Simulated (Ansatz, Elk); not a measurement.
**Bonding as seen by X-rays: CaNbCdF**

Structure refinements treat a crystal as free atoms side by side. For a made-up structure of CaNbCdF (cell and positions from a r2SCAN relaxation) the runs below show what the calculated density changes in F(hkl).

Method: DFT, PBE, all-electron APW+lo, Dirac cores, scalar-relativistic bands, static density, no spin, in Elk 11.2.3 (patched build).

This account leaves out most program logs.

The structure was built from a prototype and need not be the compound's stable phase.

**1. Set-up**

It takes space group P4/nmm (No. 129, tetragonal). Conventional cell: a = 3.683 Å, b = 3.683 Å, c = 12.727 Å, α = 90.00°, β = 90.00°, γ = 90.00°. Nearest to Cd lie 4 Cd at 2.60 Å. Nearest to Nb lie 4 Cd at 3.02 Å. Nearest to Ca lie 4 F at 2.30 Å. Nearest to F lie 4 Ca at 2.30 Å. Farther neighbours and most contacts between anions are not listed.

**2. Ground state and structure factors**

An all-electron density is needed, since X-rays see the cores too. Task 0 finds the density and task 195 Fourier-transforms it; tshift is off so that phases refer to the origin typed.

The input, elk.in:

```
tasks
  0
  195

xctype
  20

spinpol
  .false.

rgkmax
  7.0

gmaxvr
  14.0

lmaxo
  7

lmaxapw
  8

swidth
  0.002

tshift
  .false.

ramdisk
  .false.

hmaxvr
  5.5

maxscl
  120

epspot
  1e-06

sppath
  './'

avec
  6.96001546613 0.00000000000 0.00000000000
  0.00000000000 6.96001546613 0.00000000000
  0.00000000000 0.00000000000 24.04975655870

atoms
  4
  'Cd.in'
  2
  0.0000000000 -0.0000000000 -0.0000000000   0.000000 0.000000 0.000000
  0.5000000000 0.5000000000 -0.0000000000   0.000000 0.000000 0.000000
  'Nb.in'
  2
  0.0000000000 0.5000000000 0.1883419416   0.000000 0.000000 0.000000
  0.5000000000 -0.0000000000 0.8116580584   0.000000 0.000000 0.000000
  'Ca.in'
  2
  -0.0000000000 0.5000000000 0.6080084437   0.000000 0.000000 0.000000
  0.5000000000 0.0000000000 0.3919915563   0.000000 0.000000 0.000000
  'F.in'
  2
  0.0000000000 0.0000000000 0.5000000000   0.000000 0.000000 0.000000
  0.5000000000 0.5000000000 0.5000000000   0.000000 0.000000 0.000000

ngridk
  6 6 2
```

On the command line:

```sh
OMP_NUM_THREADS=4 elk
```

Run time: 95 s. Hardware: 4 threads of Arm Neoverse V2, shared host; peak memory 0.34 GiB; 4.8 min of CPU time.

SFACRHO.OUT:

```text

h k l indices transformed by vhmat matrix:
   1.000000000       0.000000000       0.000000000    
   0.000000000       1.000000000       0.000000000    
   0.000000000       0.000000000       1.000000000    

      h      k      l  multipl.   |H|            Re(F)            Im(F)           |F|

      0      0      0      1   0.0000000       236.00000     -0.58897882E-16   236.00000    
      0      0      1      2  0.26125775       77.243283      0.98499464E-14   77.243283    
      0      0     -2      2  0.52251550       61.360344      0.11516155E-13   61.360344    
      0      0     -3      2  0.78377325       19.200531      0.23316376E-13   19.200531    
      0     -1      0      4  0.90275450       0.0000000     -0.11761678E-13  0.11761678E-13
     -1      0     -1      4  0.93979855     -0.20209769E-14  -44.865811       44.865811    
      0      1     -1      4  0.93979855      0.80839076E-14   44.865811       44.865811    
     -1      0     -2      4   1.0430667     -0.70734192E-14  -78.632422       78.632422    
      0      1     -2      4   1.0430667      0.13136350E-13   78.632422       78.632422    
      0      0      4      2   1.0450310       71.147942     -0.53192137E-14   71.147942    
      1      0     -3      4   1.1955192      0.21220257E-13   52.938870       52.938870    
      0     -1     -3      4   1.1955192     -0.13136350E-13  -52.938870       52.938870    
      1     -1      0      4   1.2766877      -1.5317901      0.38296981E-14   1.5317901    
      1     -1      1      8   1.3031450       62.240182     -0.11112709E-14   62.240182    
      0      0     -5      2   1.3062888       151.82961     -0.13125912E-13   151.82961    
      1     -1     -2      8   1.3794759       129.46970     -0.92105489E-14   129.46970    
     -1      0      4      4   1.3809618      0.32335630E-13  -51.459749       51.459749    
     -1      0     -4      4   1.3809618      0.26272700E-13   51.459749       51.459749
```

Elk indexes on the primitive cell of elk.in and gives |H| = 4π sin θ/λ in inverse bohr. Below, one row stands for each form hkl of the conventional cell (m members, Friedel mates merged), F is for one primitive cell and the density is static (no thermal factor). Free-atom factors are Waasmaier and Kirfel's, and R is Σm||F|−|F'||/Σm|F|.

```
hkl  m  sin θ/λ (Å⁻¹)  abs F, DFT  neutral atoms   diff.  abs of complex diff.
001  2          0.039      77.243         77.346  -0.102                 0.102
002  2          0.079      61.360         61.208  +0.153                 0.153
003  2          0.118      19.201         19.236  -0.035                 0.035
100  4          0.136       0.000          0.000  +0.000                 0.000
101  8          0.141      44.866         45.408  -0.542                 0.542
102  8          0.157      78.632         78.638  -0.006                 0.006
004  2          0.157      71.148         71.100  +0.048                 0.048
103  8          0.180      52.939         53.048  -0.109                 0.109
110  4          0.192       1.532          1.935  -0.403                 0.403
111  8          0.196      62.240         62.669  -0.429                 0.429
005  2          0.196     151.830        153.286  -1.456                 1.456
112  8          0.207     129.470        129.792  -0.322                 0.322
104  8          0.208      51.460         52.153  -0.693                 0.693
113  8          0.225     106.112        107.137  -1.025                 1.025
```

**3. The highest occupied states alone**

An energy window below the Fermi level keeps the highest occupied states, to see at which angles they scatter; shallow core shells can lie inside it and anion s states outside. No new self-consistency is needed.

Changes to elk.in since step 2:

```diff
@@ -1,3 +1,2 @@
 tasks
-  0
   195
@@ -40,2 +39,5 @@
 
+wsfac
+  -0.349940 0.501300
+
 sppath
```

On the command line:

```sh
OMP_NUM_THREADS=4 elk
```

Elapsed: 26 s, on 4 threads; peak memory 0.24 GiB; 30 s of CPU time.

States within 15 eV below the Fermi level hold 48.00 electrons; any levels below the window count with the cores. Their amplitudes can exceed the total, where window and core parts have opposite phase:

```
hkl  sin θ/λ (Å⁻¹)  abs F, window  abs F, all
001          0.039         14.137      77.243
002          0.079         25.422      61.360
003          0.118          4.820      19.201
100          0.136          0.000       0.000
101          0.141          2.853      44.866
102          0.157          2.184      78.632
004          0.157         22.485      71.148
103          0.180          0.770      52.939
110          0.192         17.440       1.532
111          0.196          3.869      62.240
```

**4. Another functional**

The difference from free atoms is small, so it is set against the change that PBEsol makes.

Changes to elk.in since step 3:

```diff
@@ -1,2 +1,3 @@
 tasks
+  0
   195
@@ -4,3 +5,3 @@
 xctype
-  20
+  22
 
@@ -39,5 +40,2 @@
 
-wsfac
-  -0.349940 0.501300
-
 sppath
```

On the command line:

```sh
OMP_NUM_THREADS=4 elk
```

The job ended after 94 s (4 threads; peak memory 0.33 GiB; 4.8 min of CPU time).

Against the first run R = 0.02 %; the largest change is -0.093 at 200.

**5. Basis size**

The basis and the expansions that go with it are enlarged, to see whether the differences are converged.

Changes to elk.in since step 4:

```diff
@@ -5,3 +5,3 @@
 xctype
-  22
+  20
 
@@ -11,12 +11,12 @@
 rgkmax
-  7.0
+  8.5
 
 gmaxvr
-  14.0
+  18.0
 
 lmaxo
-  7
+  9
 
 lmaxapw
-  8
+  10
```

On the command line:

```sh
OMP_NUM_THREADS=4 elk
```

Wall time 4.9 min (4 threads); peak memory 0.65 GiB.

Against the first run R = 0.01 %; the largest change is +0.021 at 006.

**6. Settings against the effect**

```csv
run,R against the first run (%),"R against neutral atoms, low angle (%)",wall time
"PBE, rgkmax 7",0.00,0.58,95 s
PBEsol,0.02,0.57,94 s
rgkmax 8.5 with larger expansions,0.01,0.58,4.9 min
```

**7. What came out**

```yaml
r_against_neutral_atoms_sin_theta_lambda_0p3_a_minus1: 0.58 %
r_against_neutral_atoms_0p3_to_0p62_a_minus1: 0.23 %
```

What this shows: Independent neutral atoms miss the calculated amplitudes by R = 0.58 % below 0.3 Å⁻¹ and 0.23 % from there to 0.62 Å⁻¹; by shells, 0.73 % below 0.15 Å⁻¹ (4 forms), 0.56 % 0.15 to 0.3 (19 forms), 0.25 % 0.3 to 0.45 (41 forms), 0.22 % above 0.45 (80 forms). Bonding, aspherical density and the tables' own atoms all enter these figures, and the runs don't part them. The largest change of an amplitude is -1.46 electrons, at 005. Weak lines can change much in proportion: 110 goes from 1.93 to 1.53. The window's part falls from 48.0 electrons at the origin to at most 3.17 between 0.45 and 0.62 Å⁻¹, where compact states inside the window still scatter. Below 0.3 Å⁻¹ the changes that finished (PBEsol and rgkmax 8.5 with larger expansions) move F by R = 0.04 % at most, against the 0.58 % that separates it from free atoms. The k-mesh has no finished test. These runs have no spin, though d or f shells may be open. Part of the difference isn't bonding: the tables are fits to free atoms and ions calculated by other methods than this functional. Thermal motion, anomalous dispersion and extinction are left out.

[Logs are printed without paths, hosts, clocks, repeated set-up lines and the standing remarks that a program may print on its own settings, such as how far it seeks lower states.]

[Hosts, paths, dates, database ids (printed as entryN), source tags and the programs' standing remarks are cut or masked in the printed files.]
